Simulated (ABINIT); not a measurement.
# A GW chain in ABINIT: MgO (Fm-3m), part 2 of 3

Aim: the G0W0 gap of MgO (Fm-3m) on PBEsol, step by step.

ABINIT 10.8.3; PBEsol and many-body steps on it, plane waves. Known limits of the many-body steps: not at the basis limit.

So far. Step 2 (Ground state): The gap is direct, at Γ.

## Step 3: Bands along the symmetry lines

Level of this step: DFT, PBEsol, plane waves, norm-conserving pseudopotentials (ABINIT).

The cheap functional maps the bands first; the places of the edges decide which points the dearer methods must see.

Contents of run.abi:

```
acell 3*1.0 Angstrom
rprim 
  -0.000000000000 2.097001392700 2.097001392700
  2.097001392700 -0.000000000000 2.097001392700
  2.097001392700 2.097001392700 -0.000000000000
ntypat 2
znucl 12 8
natom 2
typat 1 2
xred 
  0.000000000000 0.000000000000 0.000000000000
  0.500000000000 0.500000000000 0.500000000000
pp_dirpath "pseudos"
pseudos "Mg.upf, O.upf"
ecut 38
iscf -2
irdden 1
kptopt 0
nkpt 50
kpt 
  0.00000000 0.00000000 0.00000000
  0.06250000 0.00000000 0.06250000
  0.12500000 0.00000000 0.12500000
  0.18750000 0.00000000 0.18750000
  0.25000000 0.00000000 0.25000000
  0.31250000 0.00000000 0.31250000
  0.37500000 0.00000000 0.37500000
  0.43750000 0.00000000 0.43750000
  0.50000000 0.00000000 0.50000000
  0.51562500 0.03125000 0.51562500
  0.53125000 0.06250000 0.53125000
  0.54687500 0.09375000 0.54687500
  0.56250000 0.12500000 0.56250000
  0.57812500 0.15625000 0.57812500
  0.59375000 0.18750000 0.59375000
  0.60937500 0.21875000 0.60937500
  0.62500000 0.25000000 0.62500000
  0.37500000 0.37500000 0.75000000
  0.32812500 0.32812500 0.65625000
  0.28125000 0.28125000 0.56250000
  0.23437500 0.23437500 0.46875000
  0.18750000 0.18750000 0.37500000
  0.14062500 0.14062500 0.28125000
  0.09375000 0.09375000 0.18750000
  0.04687500 0.04687500 0.09375000
  0.00000000 0.00000000 0.00000000
  0.06250000 0.06250000 0.06250000
  0.12500000 0.12500000 0.12500000
  0.18750000 0.18750000 0.18750000
  0.25000000 0.25000000 0.25000000
  0.31250000 0.31250000 0.31250000
  0.37500000 0.37500000 0.37500000
  0.43750000 0.43750000 0.43750000
  0.50000000 0.50000000 0.50000000
  0.50000000 0.46875000 0.53125000
  0.50000000 0.43750000 0.56250000
  0.50000000 0.40625000 0.59375000
  0.50000000 0.37500000 0.62500000
  0.50000000 0.34375000 0.65625000
  0.50000000 0.31250000 0.68750000
  0.50000000 0.28125000 0.71875000
  0.50000000 0.25000000 0.75000000
  0.50000000 0.21875000 0.71875000
  0.50000000 0.18750000 0.68750000
  0.50000000 0.15625000 0.65625000
  0.50000000 0.12500000 0.62500000
  0.50000000 0.09375000 0.59375000
  0.50000000 0.06250000 0.56250000
  0.50000000 0.03125000 0.53125000
  0.50000000 0.00000000 0.50000000
istwfk *1
nband 18
nbdbuf 5
tolwfr 1e-07
nstep 50
prtwf 0
prtvol 0
indata_prefix "in"
outdata_prefix "out"
tmpdata_prefix "tmp"
```

Launch:

```
OMP_NUM_THREADS=1 mpirun -n 8 abinit run.abi > log
```

Numbers of over 12 decimals in the logs are rounded to 6 here.

The log of the run:

```text
.Version 10.8.3 of ABINIT. v10.8.2 released Aug 2026.

 Symmetries : space group Fm -3 m (#225); Bravais cF (face-center cubic)
[... echo of the input left out ...]
== DATASET  1 ==================================================================
-   mpi_nproc: 8, omp_nthreads: 1 (-1 if OMP is not activated)

--- !DatasetInfo
iteration_state: {dtset: 1, }
dimensions: {natom: 2, nkpt: 50, mband: 18, nsppol: 1, nspinor: 1, nspden: 1, mpw: 1411, }
cutoff_energies: {ecut:  38.0, pawecutdg:  -1.0, }
electrons: {nelect:   1.60000000E+01, charge:   0.00000000E+00, occopt:   1.00000000E+00, tsmear:   1.00000000E-02, }

 Real(R)+Recip(G) space primitive vectors, cartesian coordinates (Bohr,Bohr^-1):
 R(1)=  0.0000000  3.9627583  3.9627583  G(1)= -0.1261747  0.1261747  0.1261747
 R(2)=  3.9627583  0.0000000  3.9627583  G(2)=  0.1261747 -0.1261747  0.1261747
 R(3)=  3.9627583  3.9627583  0.0000000  G(3)=  0.1261747  0.1261747 -0.1261747
 Unit cell volume ucvol=  1.2445798E+02 bohr^3
 Angles (23,13,12)=  6.00000000E+01  6.00000000E+01  6.00000000E+01 degrees

 getcut: wavevector=  0.0000  0.0000  0.0000  ngfft=  32  32  32
         ecut(hartree)=     38.000   => boxcut(ratio)=   2.05769

--- Pseudopotential description ------------------------------------------------
- Mg Generated using ONCVPSP code by D. R. Hamann
- 12.00000  10.00000  180301                  znucl, zion, pspdat
12 -116133 1 -1 1510                          pspcod,pspxc,lmax,lloc,mmax
     nproj     2     2     0
  pspatm : epsatm=    9.18226799
         --- l  ekb(1:nproj) -->
             0    2.230603   -0.826587
             1   -6.503151   -2.501445
 pspatm: atomic psp has been read  and splines computed

- O Generated using ONCVPSP code by D. R. Hamann
-  8.00000   6.00000  180301                  znucl, zion, pspdat
12 -116133 2 -1 936                           pspcod,pspxc,lmax,lloc,mmax
     nproj     2     2     1
  pspatm : epsatm=    6.22910120
         --- l  ekb(1:nproj) -->
             0    6.050032    0.820363
[...]
2   -1.335834
 pspatm: atomic psp has been read  and splines computed

--------------------------------------------------------------------------------

================================================================================
 prteigrs : about to open file out_EIG
 Non-SCF case, kpt    1 (  0.00000  0.00000  0.00000), residuals and eigenvalues=
  9.10E-09  2.86E-08  6.62E-08  6.50E-09  9.05E-09  8.03E-08  1.43E-08  5.92E-08
  1.19E-08  7.50E-09  8.63E-09  5.22E-08  2.99E-08  1.40E-08  8.86E-08  4.56E-08
  9.82E-08  3.35E-08
 -2.4684E+00 -1.2535E+00 -1.2535E+00 -1.2535E+00 -4.5845E-01  1.7368E-01
  1.7368E-01  1.7368E-01  3.4973E-01  7.5657E-01  7.5657E-01  7.5657E-01
  8.9385E-01  9.7221E-01  9.7221E-01  1.0716E+00  1.0716E+00  1.0716E+00
 Non-SCF case, kpt    2 (  0.06250  0.00000  0.06250), residuals and eigenvalues=
  9.25E-09  1.46E-08  6.34E-09  6.16E-08  1.66E-08  2.73E-08  8.25E-09  2.89E-08
[...]
3.59E-08  4.37E-08
[...]
Non-SCF case, kpt    3 (  0.12500  0.00000  0.12500), residuals and eigenvalues=
[...]
Non-SCF case, kpt   49 (  0.50000  0.03125  0.53125), residuals and eigenvalues=
[...]
Non-SCF case, kpt   50 (  0.50000  0.00000  0.50000), residuals and eigenvalues=
[...]
1.2333E-01  1.2333E-01  5.0597E-01  5.4259E-01  6.5499E-01  8.7338E-01
  8.7338E-01  1.1193E+00  1.1760E+00  1.3203E+00  1.3203E+00  1.4348E+00

--- !ResultsGS
iteration_state: {dtset: 1, }
comment   : Summary of ground state results
lattice_vectors:
- [ -0.0000000,   3.9627583,   3.9627583, ]
- [  3.9627583,  -0.0000000,   3.9627583, ]
- [  3.9627583,   3.9627583,  -0.0000000, ]
lattice_lengths: [   5.60419,    5.60419,    5.60419, ]
lattice_angles: [ 60.000,  60.000,  60.000, ] # degrees, (23, 13, 12)
lattice_volume:   1.2445798E+02
convergence: {deltae:  0.000E+00, res2:  0.000E+00, residm:  9.973E-08, diffor:  0.000E+00, }
etotal    :  -7.59117517E+01
entropy   :   0.00000000E+00
fermie    :   1.73675135E-01
cartesian_stress_tensor: null
pressure_GPa: null
xred      :
- [  0.0000E+00,   0.0000E+00,   0.0000E+00, Mg]
- [  5.0000E-01,   5.0000E-01,   5.0000E-01,  O]
cartesian_forces: null
force_length_stats: {min: null, max: null, mean: null, }

 Integrated electronic density in atomic spheres:
 ------------------------------------------------
 Atom  Sphere_radius  Integrated_density
[...]
================================================================================

 ----iterations are completed or convergence reached----

 Mean square residual over all n,k,spin=   32.036E-09; max=  99.728E-09
 reduced coordinates (array xred) for    2 atoms
       0.000000000000      0.000000000000      0.000000000000
       0.500000000000      0.500000000000      0.500000000000

 cartesian coordinates (angstrom) at end:
    1      0.000000     0.000000     0.000000
    2      2.097001     2.097001     2.097001
 length scales=  1.889726125908  1.889726125908  1.889726125908 bohr
              =  1.000000000000  1.000000000000  1.000000000000 angstroms
 prteigrs : about to open file out_EIG
 Eigenvalues (hartree) for nkpt=  50  k points:
 kpt#   1, nband= 18, wtk=  1.00000, kpt=  0.0000  0.0000  0.0000 (reduced coord)
[...]
kpt#   2, nband= 18, wtk=  1.00000, kpt=  0.0625  0.0000  0.0625 (reduced coord)
[...]
kpt#   3, nband= 18, wtk=  1.00000, kpt=  0.1250  0.0000  0.1250 (reduced coord)
[...]
kpt#  49, nband= 18, wtk=  1.00000, kpt=  0.5000  0.0313  0.5313 (reduced coord)
[...]
1.32121    1.45433
 kpt#  50, nband= 18, wtk=  1.00000, kpt=  0.5000  0.0000  0.5000 (reduced coord)
  -2.46796   -1.25637   -1.25462   -1.25462   -0.39908    0.02103    0.12333    0.12333
   0.50597    0.54259    0.65499    0.87338    0.87338    1.11929    1.17596    1.32026
   1.32026    1.43479

== END DATASET(S) ==============================================================
================================================================================

 -outvars: echo values of variables after computation  --------
            nband          18
             nkpt          50
          spgroup         225
 [... the other variables as echoed above ...]

 Calculation completed.
```

Wall time 3 s (8 MPI ranks of Arm Neoverse V1, shared host); peak memory 0.07 GiB; 23 s of CPU time.

This step gave:

| Quantity | Value |
| --- | --- |
| gap | 4.791 eV |
| k of the valence top | 0, 0, 0 |
| k of the conduction bottom | 0, 0, 0 |
| least direct gap | 4.791 eV |

The gap is 4.791 eV, as in the run before at this level.

The electronic bands at the labelled points (eV, zero at the top of the highest filled band; v1 is the highest filled band, c1 the lowest empty one):

| point | v4 | v3 | v2 | v1 | c1 | c2 | c3 | c4 |
| --- | --- | --- | --- | --- | --- | --- | --- | --- |
| Γ | -17.20 | 0.00 | 0.00 | 0.00 | 4.79 | 15.86 | 15.86 | 15.86 |
| halfway | -16.40 | -2.67 | -0.75 | -0.75 | 8.13 | 11.11 | 15.55 | 17.52 |
| X | -15.59 | -4.15 | -1.37 | -1.37 | 9.04 | 10.04 | 13.10 | 19.04 |
| halfway | -15.57 | -4.00 | -1.83 | -1.32 | 9.44 | 10.56 | 12.93 | 18.67 |
| U | -15.56 | -3.56 | -2.76 | -1.16 | 10.05 | 11.85 | 12.52 | 18.19 |
| jump to K | -15.56 | -3.56 | -2.76 | -1.16 | 10.05 | 11.85 | 12.52 | 18.19 |
| halfway | -16.32 | -2.98 | -1.20 | -0.40 | 8.21 | 11.96 | 15.42 | 18.00 |
| Γ | -17.20 | 0.00 | 0.00 | 0.00 | 4.79 | 15.86 | 15.86 | 15.86 |
| halfway | -16.57 | -2.70 | -0.34 | -0.34 | 7.13 | 12.55 | 16.70 | 16.70 |
| L | -15.82 | -4.71 | -0.66 | -0.66 | 7.86 | 12.65 | 16.34 | 16.34 |
| halfway | -15.67 | -4.08 | -1.97 | -1.00 | 9.65 | 12.21 | 13.54 | 16.95 |
| W | -15.52 | -3.01 | -3.01 | -1.80 | 11.62 | 11.62 | 12.25 | 15.60 |
| halfway | -15.55 | -3.85 | -1.93 | -1.59 | 9.94 | 10.93 | 12.75 | 17.42 |
| X | -15.59 | -4.15 | -1.37 | -1.37 | 9.04 | 10.04 | 13.10 | 19.04 |

The electronic bands as a text plot (rows in eV, shown from -8.0 to 10.8 only):

```
   10.4 |       ++   +++  ++                           +    + +++
    9.6 |         +++  +++  ++                        +      +++
    8.8 |       ++ ++++       ++                     +          +
    8.1 |     ++                +              ++++++
    7.3 |    +                   ++         +++
    6.5 |                                  +
    5.7 |  ++                      ++    ++
    4.9 |++                          ++++
    4.1 |
    3.4 |
    2.6 |
    1.8 |
    1.0 |
    0.2 |**                        ********
   -0.6 | ******            **********  *  ***********
   -1.3 |  **   ************    *  **    **         ******   ****
   -2.1 |    *         **   **** **        *          **  ****
   -2.9 |     **         ***    *           *           ****
   -3.7 |       *****  *********             **       ***   ****
   -4.5 |            **                        *******          *
   -5.3 |
   -6.0 |
   -6.8 |
   -7.6 |
         Γ           X  U|K            Γ         L        W     X
```

## Step 4: Empty states on the mesh, 6×6×6 mesh, 117 bands

The sums over transitions need many empty states on a uniform mesh; this step solves for them.

Contents of run.abi:

```
acell 3*1.0 Angstrom
rprim 
  -0.000000000000 2.097001392700 2.097001392700
  2.097001392700 -0.000000000000 2.097001392700
  2.097001392700 2.097001392700 -0.000000000000
ntypat 2
znucl 12 8
natom 2
typat 1 2
xred 
  0.000000000000 0.000000000000 0.000000000000
  0.500000000000 0.500000000000 0.500000000000
pp_dirpath "pseudos"
pseudos "Mg.upf, O.upf"
ecut 38
ngkpt 6 6 6
nshiftk 1
shiftk 0 0 0
kptopt 1
chksymbreak 0
irdden 1
istwfk *1
nband 117
prtvol 0
optdriver 6
gwr_task "HDIAGO"
paral_kgb 0
occopt 1
indata_prefix "in"
outdata_prefix "out"
tmpdata_prefix "tmp"
```

The log of the run:

```text
[banner, memory and clock lines left out]
.Version 10.8.3 of ABINIT. v10.8.2 released Aug 2026.

 Symmetries : space group Fm -3 m (#225); Bravais cF (face-center cubic)
[... echo of the input left out ...]
== DATASET  1 ==================================================================
-   mpi_nproc: 8, omp_nthreads: 1 (-1 if OMP is not activated)

--- !DatasetInfo
iteration_state: {dtset: 1, }
dimensions: {natom: 2, nkpt: 16, mband: 117, nsppol: 1, nspinor: 1, nspden: 1, mpw: 1411, }
cutoff_energies: {ecut:  38.0, pawecutdg:  -1.0, }
electrons: {nelect:   1.60000000E+01, charge:   0.00000000E+00, occopt:   1.00000000E+00, tsmear:   1.00000000E-02, }

.Using double precision arithmetic; gwpc =  8

- Reading GS density from: in_DEN

--- Pseudopotential description ------------------------------------------------
- Mg Generated using ONCVPSP code by D. R. Hamann
- 12.00000  10.00000  180301                  znucl, zion, pspdat
12 -116133 1 -1 1510                          pspcod,pspxc,lmax,lloc,mmax
     nproj     2     2     0
  pspatm : epsatm=    9.18226799
         --- l  ekb(1:nproj) -->
             0    2.230603   -0.826587
             1   -6.503151   -2.501445
 pspatm: atomic psp has been read  and splines computed

- O Generated using ONCVPSP code by D. R. Hamann
-  8.00000   6.00000  180301                  znucl, zion, pspdat
12 -116133 2 -1 936                           pspcod,pspxc,lmax,lloc,mmax
     nproj     2     2     1
  pspatm : epsatm=    6.22910120
         --- l  ekb(1:nproj) -->
             0    6.050032    0.820363
             1   -4.739617   -1.153841
             2   -1.335834
 pspatm: atomic psp has been read  and splines computed

   2.46581907E+02                                ecore*ucvol(ha*bohr**3)

 Total charge density [el/Bohr^3]
)     Maximum=    3.3833E+00  at reduced coord.    0.0625    0.9375    0.9688
)     Minimum=    1.0445E-02  at reduced coord.    0.2500    0.2500    0.2500
   Integrated=    1.6000E+01

 === KS gaps after direct diagonalization ===
 Direct band gap semiconductor
 Fundamental gap:     4.791 (eV)
   VBM:     4.726 (eV) at k: [ 0.0000E+00,  0.0000E+00,  0.0000E+00]
   CBM:     9.517 (eV) at k: [ 0.0000E+00,  0.0000E+00,  0.0000E+00]
 Direct gap:         4.791 (eV) at k: [ 0.0000E+00,  0.0000E+00,  0.0000E+00]

== END DATASET(S) ==============================================================

 -outvars: echo values of variables after computation  --------
           etotal      0.0000000000E+00
            nband         117
             nkpt          16
          spgroup         225
 [... the other variables as echoed above ...]

 Calculation completed.
```

The job ended after 7.5 s (8 MPI ranks; peak memory 1.3 GiB).

This step gave:

| Property | Result |
| --- | --- |
| gap | 4.791 eV |
| k of the valence top | 0, 0, 0 |
| k of the conduction bottom | 0, 0, 0 |
| least direct gap | 4.791 eV |
| k points computed | 16 |
| lowest point of the top converged band, above the valence top | 159.5174 eV |

On this mesh the gap is 4.791 eV.

## Step 5: Screening, 6×6×6 mesh, 109 bands, screening to 244.9 eV

The RPA dielectric matrix is built and inverted for each q.

This step: RPA screening on PBEsol, plane waves, norm-conserving pseudopotentials.

Edit run.abi of step 4 so:

```diff
@@ -20,10 +20,17 @@
 chksymbreak 0
-irdden 1
 istwfk *1
-nband 117
-prtvol 0
-optdriver 6
-gwr_task "HDIAGO"
-paral_kgb 0
 occopt 1
+irdwfk 1
+optdriver 3
+nband 109
+ecuteps 9
+inclvkb 2
+awtr 1
+symchi 1
+gwcalctyp 2
+nfreqre 16
+freqremax 40 eV
+nfreqim 8
+spmeth 1
+nomegasf 120
 indata_prefix "in"
```

The log of the run:

```text
.Version 10.8.3 of ABINIT. v10.8.2 released Aug 2026.

 Symmetries : space group Fm -3 m (#225); Bravais cF (face-center cubic)
[... echo of the input left out ...]
== DATASET  1 ==================================================================
-   mpi_nproc: 8, omp_nthreads: 1 (-1 if OMP is not activated)

--- !DatasetInfo
iteration_state: {dtset: 1, }
dimensions: {natom: 2, nkpt: 16, mband: 109, nsppol: 1, nspinor: 1, nspden: 1, mpw: 1411, }
cutoff_energies: {ecut:  38.0, pawecutdg:  -1.0, }
electrons: {nelect:   1.60000000E+01, charge:   0.00000000E+00, occopt:   1.00000000E+00, tsmear:   1.00000000E-02, }

 SCREENING: Calculation of the susceptibility and dielectric matrices

 Based on a program developped by R.W. Godby, V. Olevano, G. Onida, and L. Reining.
 Incorporated in ABINIT by V. Olevano, G.-M. Rignanese, and M. Torrent.
.Using double precision arithmetic ; gwpc =  8

[... cell and pseudopotentials left out ...]
--------------------------------------------------------------------------------

 ==== K-mesh for the wavefunctions ====
 Number of points in the irreducible wedge :    16
[... list of points left out ...]
 Together with 48 symmetry operations and time-reversal symmetry
 yields   216 points in the full Brillouin Zone.

 ==== Q-mesh for the screening function ====
 Number of points in the irreducible wedge :    16
[... list of points left out ...]
 Together with 48 symmetry operations and time-reversal symmetry
 yields   216 points in the full Brillouin Zone.

 setmesh: FFT mesh size selected  =    24x   24x   24
          total number of points  =        13824

 vcoul_init : cutoff-mode = AUXILIARY_FUNCTION
 q-points for optical limit:   1
     1)      0.000010    0.000020    0.000030

- screening: taking advantage of time-reversal symmetry
- Maximum band index for partially occupied states nbvw = 8
- Remaining bands to be divided among processors   nbcw = 101
- Number of bands treated by each node ~12

 Number of electrons calculated from density =   16.0000; Expected =   16.0000
 average of density, n =  0.128557
 r_s =    1.2291
 omega_plasma =   34.5863 [eV]

 calculating chi0 at frequencies [eV] :
  1    0.000000E+00    0.000000E+00
  2    2.666667E+00    0.000000E+00
  3    5.333333E+00    0.000000E+00
  4    8.000000E+00    0.000000E+00
  5    1.066667E+01    0.000000E+00
  6    1.333333E+01    0.000000E+00
  7    1.600000E+01    0.000000E+00
  8    1.866667E+01    0.000000E+00
  9    2.133333E+01    0.000000E+00
 10    2.400000E+01    0.000000E+00
[...]
20    0.000000E+00    2.800310E+01
 21    0.000000E+00    4.226581E+01
 22    0.000000E+00    6.167435E+01
 23    0.000000E+00    8.808531E+01
 24    0.000000E+00    1.240251E+02

--------------------------------------------------------------------------------
  q-point number  1        q = ( 0.000000, 0.000000, 0.000000) [r.l.u.]
--------------------------------------------------------------------------------
[... chi0 elements left out ...]
  [... further frequencies ...]

 No. of calculated frequencies >  15, stop printing
 For q-point:  0.000010 0.000020 0.000030
  dielectric constant =   3.1057
  dielectric constant without local fields =   3.3330

  Average fulfillment of the sum rule on Im[epsilon] for q-point    1 :     75.61  [%]
[... wings left out ...]
  q-point number  2        q = ( 0.166667, 0.000000, 0.000000) [r.l.u.]
--------------------------------------------------------------------------------
[... chi0 elements left out ...]
  [... further frequencies ...]

 No. of calculated frequencies >  15, stop printing
  Average fulfillment of the sum rule on Im[epsilon] for q-point    2 :     89.26  [%]

 [... 14 further q-points ...]
```

Run time: 79 s. Hardware: 8 MPI ranks; peak memory 1.6 GiB; 10 min of CPU time.

Numbers from this step:

```
ε∞ with local fields, on this mesh, along the program's q direction : 3.106
the same without local fields                                       : 3.333
plasma frequency                                                    : 34.59 eV
plane waves in the screening matrix                                 : 169
```

Local fields lower ε∞ by 7 %.

[end of part 2 of 3]

[Paths, hosts, dates, memory and timing lines, banners, echoed tables and standing remarks are left out of the program output.]

[Logs are printed without paths, hosts, clocks, repeated set-up lines and the standing remarks that a program may print on its own settings, such as how far it seeks lower states.]

[Runs of the session that timed out or met a known fault of the program may be left out.]

[No measured gap is set beside runs whose start may be inverted or whose files or cutoffs have a known fault.]

[Hosts, paths, dates, database ids (printed as entryN), source tags and the programs' standing remarks are cut or masked in the printed files.]

[G0W0 gaps are taken among the corrected bands and points alone; a level outside them can change the order at an edge.]

[Where Ansatz stands beside ABINIT at settings called matched, ABINIT's density can come from a denser mesh and the files from another edition; pairs whose starting gaps differed by over 0.03 eV were left out, so agreement reads better than it is.]
